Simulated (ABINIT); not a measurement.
# Lithium (Im-3m): from the cell to the phonon bands

How does Lithium (Im-3m) vibrate, and is this structure a minimum?

Main program and level: ABINIT 10.8.3; DFT PBE, scalar-relativistic, plane waves, PseudoDojo norm-conserving pseudopotentials.

**1. Set-up**

The structure is cubic, space group Im-3m (No. 229). Conventional cell: a = 3.509 Å, b = 3.509 Å, c = 3.509 Å, α = 90.00°, β = 90.00°, γ = 90.00°. Li has 8 Li at 3.04 Å nearest.

**2. A first look**

A first run with smearing and empty bands tells whether the crystal has a gap, which decides between fixed occupations and smearing later on.

Input file probe.abi:

```
# ground state
tolvrs 1.0d-08
prtden 1
prtwf 1

# basis, mesh and filling
ecut 33.0
ngkpt 8 8 8
nshiftk 1
shiftk 0.0 0.0 0.0
istwfk *1
occopt 7
tsmear 0.005
nband 6
nstep 100
diemac 9.0
prtebands 0
prtgsr 0

# cell and atoms
acell 3*1.0 Angstrom
rprim 
    -1.75465 1.75465 1.75465
    1.75465 -1.75465 1.75465
    1.75465 1.75465 -1.75465
ntypat 1
znucl 3
natom 1
typat 1
xred 
    0.0 0.0 0.0
pp_dirpath "./pseudo"
pseudos "Li.upf"
```

Command:

```console
> OMP_NUM_THREADS=1 mpirun -n 4 abinit probe.abi > probe.log
```

Numbers of over 12 decimals in the logs are rounded to 6 here.

probe.abo, the main output file:

```text
[banners, grids, parts of the stress and lines that vanish by symmetry left out]
- input  file    -> probe.abi
- output file    -> probe.abo
- root for input  files -> probei
[...]
Symmetries : space group Im -3 m (#229); Bravais cI (body-center cubic)
[...]
mpw =        1340          nfft =       27000          nkpt =          29
[...]
== DATASET  1 ==================================================================
[...]
cutoff_energies: {ecut:  33.0, pawecutdg:  -1.0, }
[...]
ETOT  1  -7.201859    -7.202E+00 1.642E-02 2.688E-01
 ETOT  2  -7.203728    -1.869E-03 5.197E-04 3.980E-03
 ETOT  3  -7.203728    -2.353E-07 2.181E-04 9.646E-05
 ETOT  4  -7.203728    -5.605E-09 8.942E-05 9.735E-07
 ETOT  5  -7.203728    -2.964E-11 2.509E-05 4.153E-08
 ETOT  6  -7.203728    -9.983E-13 8.311E-06 1.000E-10
 At SCF step    6       vres2   =  1.00E-10 < tolvrs=  1.00E-08 =>converged.
[...]
sigma(1 1)=  3.51803456E-05  sigma(3 2)=  0.00000000E+00
  sigma(2 2)=  3.51803456E-05  sigma(3 1)=  0.00000000E+00
  sigma(3 3)=  3.51803456E-05  sigma(2 1)=  0.00000000E+00
[...]
convergence: {deltae: -9.983E-13, res2:  1.000E-10, residm:  8.311E-06, diffor: null, }
etotal    :  -7.20372795E+00
[...]
sigma(1 1)=  3.51803456E-05  sigma(3 2)=  0.00000000E+00
  sigma(2 2)=  3.51803456E-05  sigma(3 1)=  0.00000000E+00
  sigma(3 3)=  3.51803456E-05  sigma(2 1)=  0.00000000E+00
[...]
- sigma(1 1)=  1.03504150E+00  sigma(3 2)=  0.00000000E+00
- sigma(2 2)=  1.03504150E+00  sigma(3 1)=  0.00000000E+00
- sigma(3 3)=  1.03504150E+00  sigma(2 1)=  0.00000000E+00
[...]
fcart     -0.0000000000E+00 -0.0000000000E+00 -0.0000000000E+00
           strten      3.5180345636E-05  3.5180345636E-05  3.5180345636E-05
================================================================================

[key lines of the parts left out:]
pressure_GPa:  -1.0350E+00
```

The job ended after 2.3 s (4 MPI ranks of Intel Xeon Platinum 8488C (Sapphire Rapids), shared host).

This step gave:

| Quantity | Value |
| --- | --- |
| volume per atom | 21.61 Å³ |
| pressure | -1.035 GPa |
| gap on the k-mesh | 0 eV |

No gap opens on this mesh, so smearing is kept; the printed pressure holds the stress of the finite basis too.

**3. Relaxation**

The harmonic expansion needs vanishing forces, and a free crystal bears no stress, so cell and atoms are brought to rest. Stress is more sensitive to the basis than forces are: the last 3 Ha under the cutoff are smoothed with ecutsm, and the cutoff is raised above that of the later runs.

Input file relax.abi:

```
# relaxation
ionmov 2
optcell 2
dilatmx 1.08
ntime 40
tolmxf 1.0d-05
tolvrs 1.0d-14
prtwf 0
prtden 0
chksymtnons 0

# basis, mesh and filling
ecut 41.0
ecutsm 3.0
ngkpt 12 12 12
nshiftk 1
shiftk 0.0 0.0 0.0
istwfk *1
occopt 7
tsmear 0.01
nband 6
nstep 100
diemac 1000000.0
prtebands 0
prtgsr 0

# cell and atoms
acell 3*1.0 Angstrom
rprim 
    -1.75465 1.75465 1.75465
    1.75465 -1.75465 1.75465
    1.75465 1.75465 -1.75465
ntypat 1
znucl 3
natom 1
typat 1
xred 
    0.0 0.0 0.0
pp_dirpath "./pseudo"
pseudos "Li.upf"
```

Command:

```console
> OMP_NUM_THREADS=1 mpirun -n 4 abinit relax.abi > relax.log
```

relax.abo, the main output file:

```text
[banners, grids, parts of the stress and lines that vanish by symmetry left out]
- input  file    -> relax.abi
- output file    -> relax.abo
- root for input  files -> relaxi
[...]
Symmetries : space group Im -3 m (#229); Bravais cI (body-center cubic)
[...]
mpw =        2334          nfft =       46656          nkpt =          72
[...]
== DATASET  1 ==================================================================
[...]
cutoff_energies: {ecut:  41.0, pawecutdg:  -1.0, }
[...]
ETOT  1  -7.201441    -7.201E+00 2.665E-02 4.744E-01
 ETOT  2  -7.204365    -2.924E-03 2.691E-04 8.702E-03
 ETOT  3  -7.204366    -8.993E-08 2.338E-04 1.492E-04
 ETOT  4  -7.204366    -2.718E-09 1.012E-04 3.325E-06
 ETOT  5  -7.204366    -3.663E-11 2.236E-04 2.294E-07
[...]
At SCF step    9       vres2   =  7.87E-17 < tolvrs=  1.00E-14 =>converged.
[...]
sigma(1 1)=  2.56455124E-05  sigma(3 2)=  0.00000000E+00
  sigma(2 2)=  2.56455124E-05  sigma(3 1)=  0.00000000E+00
  sigma(3 3)=  2.56455124E-05  sigma(2 1)=  0.00000000E+00
[...]
convergence: {deltae:  5.240E-14, res2:  7.874E-17, residm:  3.448E-05, diffor: null, }
etotal    :  -7.20436559E+00
[...]
ETOT  1  -7.204373    -7.204E+00 1.192E-05 1.848E-02
[...]
At SCF step    8       vres2   =  7.25E-17 < tolvrs=  1.00E-14 =>converged.
[...]
sigma(1 1)=  2.47630102E-05  sigma(3 2)=  0.00000000E+00
  sigma(2 2)=  2.47630102E-05  sigma(3 1)=  0.00000000E+00
  sigma(3 3)=  2.47630102E-05  sigma(2 1)=  0.00000000E+00
[...]
convergence: {deltae:  7.763E-13, res2:  7.245E-17, residm:  6.675E-08, diffor: null, }
etotal    :  -7.20437407E+00
[...]
ETOT  1  -7.203892    -7.204E+00 1.461E-02 1.258E+01
[...]
At SCF step    9       vres2   =  2.11E-17 < tolvrs=  1.00E-14 =>converged.
[...]
sigma(1 1)= -1.46419157E-06  sigma(3 2)=  0.00000000E+00
  sigma(2 2)= -1.46419157E-06  sigma(3 1)=  0.00000000E+00
  sigma(3 3)= -1.46419157E-06  sigma(2 1)=  0.00000000E+00
[...]
convergence: {deltae:  3.402E-13, res2:  2.111E-17, residm:  1.557E-09, diffor: null, }
etotal    :  -7.20448006E+00
[...]
ETOT  1  -7.204479    -7.204E+00 8.220E-08 3.752E-02
[...]
ETOT  7  -7.204480     2.176E-13 3.074E-12 1.497E-13
 ETOT  8  -7.204480    -4.459E-13 1.852E-13 9.107E-17
 At SCF step    8       vres2   =  9.11E-17 < tolvrs=  1.00E-14 =>converged.
[...]
sigma(1 1)=  7.27441767E-08  sigma(3 2)=  0.00000000E+00
  sigma(2 2)=  7.27441767E-08  sigma(3 1)=  0.00000000E+00
  sigma(3 3)=  7.27441767E-08  sigma(2 1)=  0.00000000E+00
[...]
convergence: {deltae: -4.459E-13, res2:  9.107E-17, residm:  1.852E-13, diffor: null, }
etotal    :  -7.20448038E+00
[...]
At Broyd/MD step   4, gradients are converged :
[...]
sigma(1 1)=  7.27441767E-08  sigma(3 2)=  0.00000000E+00
  sigma(2 2)=  7.27441767E-08  sigma(3 1)=  0.00000000E+00
  sigma(3 3)=  7.27441767E-08  sigma(2 1)=  0.00000000E+00
[...]
- sigma(1 1)=  2.14020757E-03  sigma(3 2)=  0.00000000E+00
- sigma(2 2)=  2.14020757E-03  sigma(3 1)=  0.00000000E+00
- sigma(3 3)=  2.14020757E-03  sigma(2 1)=  0.00000000E+00
[...]
fcart     -0.0000000000E+00 -0.0000000000E+00 -0.0000000000E+00
           strten      7.2744176724E-08  7.2744176724E-08  7.2744176724E-08
================================================================================

[key lines of the parts left out:]
pressure_GPa:  -2.1402E-03
Total energy (etotal) [Ha]= -7.20448037517022E+00
```

Run time: 18 s. Hardware: 4 MPI ranks.

Step by step:

```tsv
step	energy less that of the first step (eV)	largest force (eV/Å)	volume (Å³)
1	0.0000	0.0000	21.61
2	-0.0002	0.0000	21.56
3	-0.0031	0.0000	20.28
4	-0.0031	0.0000	20.34
```

```tsv
conventional cell, symmetrised	before	after	change
a (Å)	3.509	3.439	-2.0 %
b (Å)	3.509	3.439	-2.0 %
c (Å)	3.509	3.439	-2.0 %
volume (Å³/atom)	21.61	20.34	-5.9 %
```

Final coordinates:

```cif
data_structure
_symmetry_space_group_name_H-M 'P 1'
_symmetry_Int_Tables_number 1
_cell_length_a 2.9786
_cell_length_b 2.9786
_cell_length_c 2.9786
_cell_angle_alpha 109.471
_cell_angle_beta 109.471
_cell_angle_gamma 109.471
_cell_volume 20.34
loop_
_atom_site_label
_atom_site_type_symbol
_atom_site_fract_x
_atom_site_fract_y
_atom_site_fract_z
_atom_site_occupancy
Li1 Li 0.00000 0.00000 0.00000 1
```

Numbers from this step:

```
volume per atom : 20.34 Å³
pressure        : -0.002140 GPa
```

The volume changes by -5.9 % in this run and stands -5.9 % from the first cell.

**4. Ground state**

The response is built on these wavefunctions, so the potential is converged far more tightly than an energy would need. Smearing stays on, as the first look found no gap above 0.3 eV.

Input file gs.abi:

```
# ground state
tolvrs 1.0d-16
prtden 1
prtwf 1

# basis, mesh and filling
ecut 33.0
ngkpt 12 12 12
nshiftk 1
shiftk 0.0 0.0 0.0
istwfk *1
occopt 7
tsmear 0.01
nband 6
nstep 100
diemac 1000000.0
prtebands 0
prtgsr 0

# cell and atoms
acell 3*1.0 Angstrom
rprim 
    -1.719674335 1.719674335 1.719674335
    1.719674335 -1.719674335 1.719674335
    1.719674335 1.719674335 -1.719674335
ntypat 1
znucl 3
natom 1
typat 1
xred 
    0.0 0.0 0.0
pp_dirpath "./pseudo"
pseudos "Li.upf"
```

Command:

```console
> OMP_NUM_THREADS=1 mpirun -n 4 abinit gs.abi > gs.log
```

gs.abo, the main output file:

```text
[banners, grids, parts of the stress and lines that vanish by symmetry left out]
- input  file    -> gs.abi
- output file    -> gs.abo
- root for input  files -> gsi
[...]
Symmetries : space group Im -3 m (#229); Bravais cI (body-center cubic)
[...]
mpw =        1264          nfft =       27000          nkpt =          72
[...]
== DATASET  1 ==================================================================
[...]
cutoff_energies: {ecut:  33.0, pawecutdg:  -1.0, }
[...]
ETOT  1  -7.202691    -7.203E+00 2.277E-02 3.079E-01
 ETOT  2  -7.204382    -1.691E-03 2.953E-03 1.434E-03
 ETOT  3  -7.204382    -3.866E-08 3.660E-04 6.779E-05
 ETOT  4  -7.204382    -2.056E-09 4.899E-04 2.278E-06
 ETOT  5  -7.204382    -5.061E-11 1.491E-04 1.081E-07
 ETOT  6  -7.204382    -3.929E-12 1.043E-04 4.746E-10
 ETOT  7  -7.204382     4.547E-13 9.575E-05 1.816E-12
 ETOT  8  -7.204382    -1.901E-13 5.979E-05 4.745E-15
 ETOT  9  -7.204382     3.997E-13 4.924E-05 1.081E-17
 At SCF step    9       vres2   =  1.08E-17 < tolvrs=  1.00E-16 =>converged.
[...]
sigma(1 1)=  1.03092700E-05  sigma(3 2)=  0.00000000E+00
  sigma(2 2)=  1.03092700E-05  sigma(3 1)=  0.00000000E+00
  sigma(3 3)=  1.03092700E-05  sigma(2 1)=  0.00000000E+00
[...]
convergence: {deltae:  3.997E-13, res2:  1.081E-17, residm:  4.924E-05, diffor: null, }
etotal    :  -7.20438157E+00
[...]
sigma(1 1)=  1.03092700E-05  sigma(3 2)=  0.00000000E+00
  sigma(2 2)=  1.03092700E-05  sigma(3 1)=  0.00000000E+00
  sigma(3 3)=  1.03092700E-05  sigma(2 1)=  0.00000000E+00
[...]
- sigma(1 1)=  3.03309194E-01  sigma(3 2)=  0.00000000E+00
- sigma(2 2)=  3.03309194E-01  sigma(3 1)=  0.00000000E+00
- sigma(3 3)=  3.03309194E-01  sigma(2 1)=  0.00000000E+00
[...]
fcart     -0.0000000000E+00 -0.0000000000E+00 -0.0000000000E+00
           strten      1.0309269954E-05  1.0309269954E-05  1.0309269954E-05
================================================================================

[key lines of the parts left out:]
pressure_GPa:  -3.0331E-01
```

Elapsed: 3.9 s, on 4 MPI ranks.

This step gave:

```
pressure : -0.3033 GPa
```

The cell stands at -0.30 GPa: the relaxation ran with a smoothed and higher cutoff, and the difference is a stress of the finite basis.

(Continued in part 2 of 3.)

[Host names and launcher messages were left out of these logs when they were recorded.]

[Logs are printed without paths, hosts, clocks, repeated set-up lines and the standing remarks that a program may print on its own settings, such as how far it seeks lower states.]

[Hosts, paths, dates, database ids (printed as entryN), source tags and the programs' standing remarks are cut or masked in the printed files.]
